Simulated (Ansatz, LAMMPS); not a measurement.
# Liquid (Cs,K,Li)F at 1680 K (82 atoms): support functions against a reference, part 2 of 2

Wanted: errors and times of a linear-scaling basis for liquid (Cs,K,Li)F at 1680 K (82 atoms). A setting counts as converged where the r.m.s. difference of forces stays under 1 % of the r.m.s. force.

Ansatz 0.2.0; Kohn-Sham DFT, PBE, PAW (set soft_2), plane waves.

The cell: 15 Cs, 8 K, 18 Li and 41 F. The starting topology of bonds comes from the classical model. The ion parameters were fitted for water, not for melts. Sampling is at Γ alone, for a cell whose shortest periodic width is 13 Å. The levels lack spin–orbit coupling.

So far. Step 4 (Support functions low): Forces differ from the reference by 0.48 meV/Å r.m.s., 0.11 % of their size, well within a tolerance of 1 %; the energy by -4.0 meV/atom. It took roughly 9.0 times the reference's time (one timing each, with unlike analyses asked), in 17 cycles against 10.

### Step 5. Support functions medium

With localised support functions most steps grow linearly with size, though the diagonalisation grows faster unless the density matrix is cut; this run measures error and cost at this size. Besides, the program derives a nominal cutoff of 631 eV for this run, against the reference's 420.

This step: Kohn-Sham DFT, PBE, PAW (set soft_2), localised support functions (medium) (Ansatz 0.2.0).

Input file input.yaml:

```yaml
crystal:
  lattice:
    - [13.341, 0.0, 0.0]
    - [0.0, 13.341, 0.0]
    - [0.0, 0.0, 13.341]
  atoms:
    [... the 82 atom lines of step 3 ...]
kpoints:
  mp_grid: { grid: [1, 1, 1] }
hamiltonian:
  xc: pbe
scf:
  occupations: { method: fixed }
  eigensolver: { kind: { support_functions: { accuracy: medium } } }
  max_iter: 150
output:
  forces: true
  eigenvalues: true
```

Launch:

```console
ansatz run input.yaml --threads 4 --pin off --max-ram 8192MiB --backend cpu --events-out ev --progress --plain --runs-dir out
```

Standard output:

```text
[...]
Warning: basis.ecutwfc = 631 eV, auto-derived: no grid that the accuracy of the support functions lays serves the files at the lower one that their records recommend; a deck with other species or settings can derive another value
[...]
Crystal: 82 atoms, lattice volume = 2374.462 Å³
Basis set: ecut = 631 eV, 85471 PW (Γ), exchange–correlation on 240×240×240 points (8 copies of the dense FFT grid, shifted against one another)
Bands: 329, of which v1, the nominal top of the filled ones, is band 274 counted from 1 (273 counted from 0)
Symmetry: 1 space group operations
k-points: 1
[...]
SCF iter   1: F=—  HF=-134323.990094 eV  |F-HF|=—  |Δ(HF+E_count)|=         —  Δρ=1.15e-1  dr2=5.50e2  ethr=1.00e-1
[...]
SCF iter  19: F=—  HF=-134281.165703 eV  |F-HF|=—  |Δ(HF+E_count)|=   1.45e-6  Δρ=5.40e-6  dr2=2.10e-6  ethr=1.19e-9  κ⁻¹=3.5e-4(r=7)
SCF iter  20: F=-134281.165702 eV  HF=-134281.165702 eV  |F-HF|=4.54e-7  |Δ(HF+E_count)|=   4.43e-7  Δρ=3.51e-6  dr2=7.78e-7  ethr=3.82e-10
SCF 1 converged in 20 iterations: F = -134281.185248 eV  dr2 = 7.78e-7
[...]
SCF converged after 20 iterations
[...]
Free energy (F): -134281.185248 eV
[...]
Internal energy: -134281.185248 eV  (E = F + TS)
E sigma→0 (E₀):  -134281.185248 eV
Fermi energy:    0.379174 eV
[...]
Σ components = -134281.185248   (vs F -134281.185248, Δ=0.00e0)
--- Forces (eV/Å), atoms counted from 1 ---
  atom   1  Cs    -0.01747415    -0.14725326     0.03421069
  atom   2  Cs     0.22466263    -0.26854431    -0.35420157
  atom   3  Cs     0.27980232     0.28494034     0.08868210
  atom   4  Cs     0.37893717    -0.04449699    -0.04422054
[...]
atom  82  F      0.19845787    -0.33001724    -0.48503817
  max |Σ_I F_I| component: 1.33e-3 eV/Å
--- Band table (eV) ---
[...]
```

The job ended after 5 min (4 threads of Arm Neoverse V2, shared host; peak memory 6.9 GiB; 20 min of CPU time).

Keys that differ from the reference: support_functions.accuracy = "medium" and scf.max_iter = 150.

Forces differ from the reference by 0.47 meV/Å r.m.s., 0.11 % of their size, well within a tolerance of 1 %; the energy by -4.0 meV/atom. It took roughly 9.6 times the reference's time (one timing each, with unlike analyses asked), in 20 cycles against 10.

### Step 6. Support functions medium, spacing 0.324 Å

The grid spacing sets how fine a wave the support functions can hold. Besides, the program derives a nominal cutoff of 631 eV for this run, against the reference's 420.

input.yaml, the sections that differ from step 5:

```yaml
scf:
  occupations: { method: fixed }
  eigensolver: { kind: { support_functions: { accuracy: medium, spacing: 0.324 } } }
  max_iter: 150
# crystal, kpoints, hamiltonian, output: as in step 5
```

Standard output:

```text
[...]
Crystal: 82 atoms, lattice volume = 2374.462 Å³
Basis set: ecut = 631 eV, 85471 PW (Γ), exchange–correlation on 240×240×240 points (8 copies of the dense FFT grid, shifted against one another)
Bands: 329, of which v1, the nominal top of the filled ones, is band 274 counted from 1 (273 counted from 0)
Symmetry: 1 space group operations
k-points: 1
[...]
SCF iter   1: F=—  HF=-134324.178568 eV  |F-HF|=—  |Δ(HF+E_count)|=         —  Δρ=1.15e-1  dr2=5.49e2  ethr=1.00e-1
[...]
SCF iter  20: F=-134282.004426 eV  HF=-134282.004427 eV  |F-HF|=2.50e-7  |Δ(HF+E_count)|=   3.38e-7  Δρ=2.33e-6  dr2=5.80e-7  ethr=3.17e-10
SCF 1 converged in 20 iterations: F = -134282.022958 eV  dr2 = 5.80e-7
[...]
SCF converged after 20 iterations
[...]
Free energy (F): -134282.022958 eV
[...]
Internal energy: -134282.022958 eV  (E = F + TS)
E sigma→0 (E₀):  -134282.022958 eV
Fermi energy:    0.384232 eV
[...]
--- Forces (eV/Å), atoms counted from 1 ---
  atom   1  Cs    -0.01984436    -0.14262870     0.03518368
  atom   2  Cs     0.22242732    -0.27559105    -0.35422606
  atom   3  Cs     0.28018012     0.28393365     0.08762608
  atom   4  Cs     0.37972189    -0.04501803    -0.04447518
  atom   5  Cs    -0.52573702     0.28079824     0.11778654
  atom   6  Cs    -0.64775048    -0.40619245     0.40328186
  atom   7  Cs    -1.00202113    -0.14096380    -0.56228935
  atom   8  Cs     0.11245046    -0.28510951    -0.68403347
  atom   9  Cs     0.62278483     0.02161406    -0.47296514
  atom  10  Cs     0.60966009     0.75263439     0.20730108
  atom  11  Cs    -0.24672102    -0.15054653     0.37899023
  atom  12  Cs     0.48596419     0.12419319     0.15249641
  atom  13  Cs     0.23399435     0.35497159     0.20496125
  atom  14  Cs     0.33073201     0.09986868     0.27106560
[...]
atom  81  F     -0.84240041     1.02670863    -0.13414490
  atom  82  F      0.24004433    -0.34360183    -0.51573304
  max |Σ_I F_I| component: 3.22e-1 eV/Å
--- Band table (eV) ---
[...]
```

It took 99 s on 4 threads; peak memory 3.5 GiB; 6.2 min of CPU time.

The program notes that the forces don't sum to zero within tolerance and the grid leaves an egg-box force.

Forces differ from the reference by 23 meV/Å r.m.s., 5.4 % of their size, far over a tolerance of 1 %; the energy by -14 meV/atom and the gap by -0.011 eV. It took roughly 3.2 times the reference's time (one timing each, with unlike analyses asked), in 20 cycles against 10. The setting is coarser than the default on purpose.

### Step 7. Support functions medium, spacing 0.27 Å

The grid spacing sets how fine a wave the support functions can hold. Besides, the program derives a nominal cutoff of 631 eV for this run, against the reference's 420.

input.yaml, the sections that differ from step 6:

```yaml
scf:
  occupations: { method: fixed }
  eigensolver: { kind: { support_functions: { accuracy: medium, spacing: 0.27 } } }
  max_iter: 150
# crystal, kpoints, hamiltonian, output: as in step 6
```

Standard output:

```text
[...]
Crystal: 82 atoms, lattice volume = 2374.462 Å³
Basis set: ecut = 631 eV, 85471 PW (Γ), exchange–correlation on 240×240×240 points (8 copies of the dense FFT grid, shifted against one another)
Bands: 329, of which v1, the nominal top of the filled ones, is band 274 counted from 1 (273 counted from 0)
Symmetry: 1 space group operations
k-points: 1
[...]
SCF iter   1: F=—  HF=-134323.072008 eV  |F-HF|=—  |Δ(HF+E_count)|=         —  Δρ=1.15e-1  dr2=5.45e2  ethr=1.00e-1
[...]
SCF iter  20: F=-134281.674352 eV  HF=-134281.674352 eV  |F-HF|=4.89e-7  |Δ(HF+E_count)|=   4.21e-7  Δρ=2.51e-6  dr2=7.92e-7  ethr=3.29e-10
SCF 1 converged in 20 iterations: F = -134281.692983 eV  dr2 = 7.92e-7
[...]
SCF converged after 20 iterations
[...]
Free energy (F): -134281.692983 eV
[...]
Internal energy: -134281.692983 eV  (E = F + TS)
E sigma→0 (E₀):  -134281.692983 eV
Fermi energy:    0.378095 eV
[...]
--- Forces (eV/Å), atoms counted from 1 ---
  atom   1  Cs    -0.01749151    -0.14686288     0.03444130
  atom   2  Cs     0.22425046    -0.26895807    -0.35472219
  atom   3  Cs     0.28018544     0.28486839     0.08874126
  atom   4  Cs     0.37888922    -0.04414554    -0.04422583
  atom   5  Cs    -0.52658431     0.27913392     0.11791092
  atom   6  Cs    -0.64694863    -0.40512137     0.40278823
  atom   7  Cs    -1.00554927    -0.13936887    -0.55418053
  atom   8  Cs     0.11166937    -0.28567074    -0.68646496
  atom   9  Cs     0.62094826     0.02072729    -0.47184105
  atom  10  Cs     0.61000736     0.75187359     0.20721447
  atom  11  Cs    -0.24808967    -0.15135494     0.37850995
  atom  12  Cs     0.49032140     0.12620558     0.15251587
  atom  13  Cs     0.24012916     0.35609918     0.20577415
  atom  14  Cs     0.33118317     0.10080076     0.27012707
[...]
atom  81  F     -0.81649722     1.04201322    -0.19176916
  atom  82  F      0.20298890    -0.33619367    -0.47162005
  max |Σ_I F_I| component: 4.41e-2 eV/Å
--- Band table (eV) ---
[...]
```

The job ended after 1.8 min (4 threads; peak memory 3.9 GiB).

Forces differ from the reference by 6.2 meV/Å r.m.s., 1.4 % of their size, over a tolerance of 1 %; the energy by -10 meV/atom. It took roughly 3.5 times the reference's time (one timing each, with unlike analyses asked), in 20 cycles against 10. The setting is coarser than the default on purpose.

### Step 8. Cost against change

Each row is set against the plane-wave reference (Kohn-Sham DFT, PBE, PAW (set soft_2), plane waves; r.m.s. force component 0.433 eV/Å). Energies are set beside the reference only for runs with its functional, potentials and electron count. Times are for 4 threads of Arm Neoverse V2, shared host. The reference's time includes the DOS, the stress and grids, which some other runs skip.

```
                                      run  Δ force, r.m.s. (meV/Å)  share of r.m.s. force (%)  Δ energy (meV/atom)  Δ gap (eV)  cycles     time  host memory (GiB)
                                reference                        -                          -                    -           -      10     31 s                2.7
                    support functions low                    0.477                      0.110                -4.02      -0.001      17  4.7 min                6.8
                 support functions medium                    0.472                      0.109                -4.02     -0.0016      20    5 min                6.9
support functions medium, spacing 0.324 Å                     23.4                       5.41                -14.2     -0.0111      20     99 s                3.5
 support functions medium, spacing 0.27 Å                     6.22                       1.44                -10.2     -0.0018      20  1.8 min                3.9
```

### Step 9. What the reference run shows

With the settings judged, the reference run is read for its physics.

Length of the force by element and coordination:

```
element  coordination  atoms  mean length of the force (eV/Å)  spread   least   most
     Cs           all     15                            0.656   0.309   0.152   1.34
      F           all     41                            0.699   0.273  0.0822   1.34
      K           all      8                            0.498   0.121   0.339  0.695
     Li           all     18                            0.763   0.371   0.210   1.69
```

Löwdin charges by element and coordination (they lack the spilled electrons, 0.044 e an atom on average):

| element | coordination | atoms | mean charge (e) | spread | least | most |
| --- | --- | --- | --- | --- | --- | --- |
| Cs | all | 15 | 0.944 | 0.0105 | 0.924 | 0.962 |
| F | all | 41 | -0.775 | 0.0095 | -0.798 | -0.756 |
| K | all | 8 | 0.854 | 0.0094 | 0.836 | 0.871 |
| Li | all | 18 | 0.799 | 0.0182 | 0.769 | 0.831 |

States in the cell by windows of 1 eV, zero at the Fermi level; the larger projections on atomic orbitals stand beside the total:

```csv
from (eV),to (eV),total,F p,Cs p
-10,-9,0.0,0.0,0.0
-9,-8,3.9,0.1,3.8
-8,-7,52.5,0.9,51.0
-7,-6,29.0,0.9,27.8
-6,-5,4.7,0.3,4.3
-5,-4,0.0,0.0,0.0
-4,-3,9.9,9.4,0.1
-3,-2,79.7,76.2,0.7
-2,-1,121.3,116.8,1.1
-1,0,32.2,31.2,0.3
0,1,2.8,2.7,0.0
1,2,0.0,0.0,0.0
2,3,1.9,0.0,0.0
3,4,6.5,0.3,0.1
4,5,24.5,0.8,0.2
```

With fixed occupations the program's Fermi level is the highest filled level; weight inside the gap is the broadening of levels at its edges.

Between -26 and -10 eV lie 160 more states.

The levels nearest the highest filled one (over half full), pooled over k-points and spins:

| level less the highest filled one (eV) | occupation |
| --- | --- |
| -0.522 | 2 |
| -0.496 | 2 |
| -0.369 | 2 |
| -0.119 | 2 |
| -0.0078 | 2 |
| 0 | 2 |
| 2.85 | 0 |
| 3.45 | 0 |
| 3.76 | 0 |
| 3.90 | 0 |
| 4.00 | 0 |
| 4.09 | 0 |

Valence density in the bc plane at fractional x = 0.078, with atoms of Cs and K and Li and F within 0.2 Å of it. It is the smooth field of the valence electrons, not physical close to the nuclei.

Ten steps, logarithmic in the rise over the least value, from '0' (0 e/Å³) to '9' (10 e/Å³), each cell a mean:
```
00012221012222110000000000000001334321
00232110001467631000000000000000111100
00231000002589841000000000000012332100
00122110001367531100000000000013553200
02477531011112123443100000000012442100
03699742476200136776410000000000110000
01466521476200146777410000000000000000
00111100011111124554210011221100000000
00000000001244321111000012222100000000
00000000001356421000000011221100000000
00111100001234311011000000010000000000
01233210000111100111000000000000000000
01233210000000000011100000000000000000
00111100000000000123321000000000000000
00011100122221000245532000000000000000
00111111134431100134431000000123310000
00111110123321342011110000001478742000
00000000001111232000000000001489952000
00000000000001111000012321001246531000
00000000000013565310246764200011111000
00000000000025998421367875200001233321
10000000000124786311246664100013454543
10001110036621222100012221000024532453
10012221158730000000000000000023554543
```
Columns run along b (13.3 Å), rows up along c (13.3 Å). Atoms in or near the plane, at fractional coordinates: Cs at (0.90, 0.05), K at (0.61, 0.14), K at (0.47, 0.74), Li at (0.28, 0.02), Li at (0.25, 0.74), F at (0.34, 0.89), F at (0.10, 0.77), F at (0.40, 0.13), F at (0.83, 0.27).

Electrostatic potential energy in the bc plane at fractional x = 0.078, with atoms of Cs and K and Li and F within 0.2 Å of it. With pseudopotentials it is smooth inside the atoms' cores, unlike the true potential.

Ten even steps from '0' (-31 eV) to '9' (8 eV), each cell a mean:
```
88888999876689999999999999999988655578
87556899999843599999999999999999998888
87657899999600179999999999999999999999
98888999999854699888899999999999779999
99733688877889887556788999999999999999
99400177412578861000578889999999999999
99854787412578751000478888888899999999
99999998777888875335788888777889999999
99999999888988998888899887777888999999
99999999988865899999999988777888999999
99999999888888998888999998888889999999
99999999888889998778999999888899999999
99999999998899998889999999999999999999
99999999999999999999999999999999998888
88888999999999999996699999999999998888
88888899998899888998899999999999999888
88888899999998646899999999999931279998
99988999999998656889998889999800069999
99999999999999988999887778899976799999
99999999999999646998741015889999998899
89999999999995000898710002789988755678
89999999888898325999851125788885222236
88999998752368999999887778888873122225
88999998730158999999988888898875222236
```
Columns run along b (13.3 Å; values clipped at the 3rd and 97th percentile), rows up along c (13.3 Å). Atoms in or near the plane, at fractional coordinates: Cs at (0.90, 0.05), K at (0.61, 0.14), K at (0.47, 0.74), Li at (0.28, 0.02), Li at (0.25, 0.74), F at (0.34, 0.89), F at (0.10, 0.77), F at (0.40, 0.13), F at (0.83, 0.27).

Mean Löwdin charges: Cs +0.94, F -0.77, K +0.85, Li +0.80 e (they miss 0.66 % of the electrons, so they add up to more than the cell's charge).

### Step 10. Structure statistics

Bonds and neighbours are counted at the geometry of the runs.

Density 2.25 g/cm³, 28.96 Å³ an atom.

g(r), total and by pair (bins of 0.2 Å):

```csv
r (Å),total,F-F,F-Li,F-Cs,F-K,Li-Li,Li-Cs
1.80,0.41,0.00,1.86,0.00,0.00,0.00,0.00
2.00,2.06,0.00,9.36,0.00,0.00,0.00,0.00
2.20,0.77,0.00,3.50,0.00,0.00,0.00,0.00
2.40,0.54,0.00,2.22,0.25,0.00,0.00,0.00
2.60,0.91,0.00,0.77,0.89,5.90,0.00,0.00
2.80,1.04,0.72,0.32,2.98,2.54,0.00,0.00
3.00,0.98,0.51,0.58,1.90,1.93,3.25,0.00
3.20,1.37,2.00,0.12,2.08,0.87,1.67,2.00
3.40,1.12,1.86,0.00,1.46,1.50,1.50,1.20
3.60,1.15,1.31,0.40,0.95,2.00,1.35,1.86
3.80,1.29,1.77,0.44,1.06,0.99,2.00,1.20
4.00,0.81,0.84,0.65,0.77,0.00,0.35,1.52
4.20,0.97,1.15,0.87,0.78,0.17,1.29,2.00
4.40,0.78,0.76,0.73,0.55,0.29,0.31,1.07
4.60,0.95,0.80,1.14,0.80,0.54,1.06,1.63
4.80,1.00,1.27,0.67,0.73,0.85,0.25,2.27
5.00,0.99,0.63,1.07,1.17,1.27,0.23,0.56
5.20,1.05,0.78,1.55,1.01,1.27,0.42,0.38
5.40,0.89,0.58,0.84,1.21,1.38,0.61,1.08
5.60,0.98,0.83,1.19,1.08,1.00,0.37,0.90
5.80,0.98,1.30,1.22,0.78,1.20,0.52,0.42
6.00,0.98,1.00,1.14,0.85,0.96,1.14,1.18
6.20,0.89,0.96,1.17,1.00,0.89,0.30,0.63
6.40,1.00,1.02,0.89,1.05,1.13,1.42,0.85
6.60,1.02,1.00,0.88,0.99,1.31,1.73,1.04
```

Local excerpt of 14 atoms (numbers count through the whole input) about Li40, which bears the longest force; x, y, z are measured from there.

| atom | x | y | z | distance (Å) | Löwdin charge (e) | Fx | Fy | Fz (eV/Å) |
| --- | --- | --- | --- | --- | --- | --- | --- | --- |
| Li40 | 0.00 | 0.00 | 0.00 | 0.00 | 0.82 | 0.98 | -0.52 | 1.28 |
| F45 | 1.70 | 0.77 | -0.53 | 1.95 | -0.76 | -0.47 | 0.03 | -0.83 |
| F44 | -0.63 | -1.82 | 0.44 | 1.98 | -0.78 | 0.21 | 0.68 | -0.60 |
| F76 | 0.45 | 0.70 | 1.89 | 2.07 | -0.77 | -0.34 | 0.63 | -0.01 |
| Li25 | 1.80 | 2.22 | 1.61 | 3.28 | 0.81 | 0.40 | -0.06 | 0.29 |
| Li29 | 1.90 | 0.35 | -2.69 | 3.31 | 0.80 | -0.05 | -0.27 | 0.44 |
| K16 | 2.35 | -2.70 | -0.36 | 3.60 | 0.85 | -0.17 | 0.35 | -0.05 |
| K22 | -0.33 | -1.30 | 3.50 | 3.75 | 0.87 | 0.04 | -0.15 | -0.51 |
| Cs9 | -1.40 | -2.14 | -2.74 | 3.75 | 0.93 | 0.62 | 0.02 | -0.47 |
| F50 | 1.84 | -1.64 | -2.87 | 3.79 | -0.78 | -0.48 | 0.70 | 0.67 |
| F52 | 1.23 | 1.97 | -3.59 | 4.28 | -0.77 | 0.29 | -0.06 | -0.02 |
| K23 | 1.27 | 3.90 | -1.78 | 4.47 | 0.86 | 0.34 | -0.20 | 0.17 |
| Cs12 | -1.23 | 4.08 | 1.81 | 4.63 | 0.94 | 0.49 | 0.13 | 0.15 |
| F69 | 1.96 | 4.16 | 0.95 | 4.69 | -0.77 | -0.17 | -0.29 | -0.52 |

### Step 11. Summary of results

```yaml
free_energy_per_atom: -1637.5714 eV/atom
pressure: -2.585 GPa
r_m_s_force_component: 0.4325 eV/Å
spacing_of_highest_filled_and_lowest_empty_level: 2.854 eV
wall_time_of_the_5_dft_runs: 14 min
```

**Reading.** Against plane waves at 420 eV, the forces differ by 0.47 meV/Å (0.11 %) with support functions medium. At 82 atoms the fastest of the runs at a preset level, support functions low, takes roughly 9.0 times the time of plane waves (whose run also made extra analyses), in 17 SCF cycles against 10. Differences between support functions and plane waves include what basis error the plane-wave run still has.

The highest filled and lowest empty levels differ by 2.85 eV (at Γ alone); a semilocal functional tends to put such gaps too low. In a disordered cell it changes from sample to sample and from frame to frame.

**Limits.** The force components of 0.43 eV/Å r.m.s. hold both thermal displacement and the mismatch between the potential that made the cell and DFT. The pressure of -2.6 GPa is that of one thermal frame, in which the classical model's bond lengths enter as well as the volume, without the kinetic term. The pressure of a single frame lacks the kinetic term.

[Long decimals in the printed logs are rounded to 6 places.]

[Logs are printed without paths, hosts, clocks, repeated set-up lines and the standing remarks that a program may print on its own settings, such as how far it seeks lower states.]

[Hosts, paths, dates, database ids (printed as entryN), source tags and the programs' standing remarks are cut or masked in the printed files.]
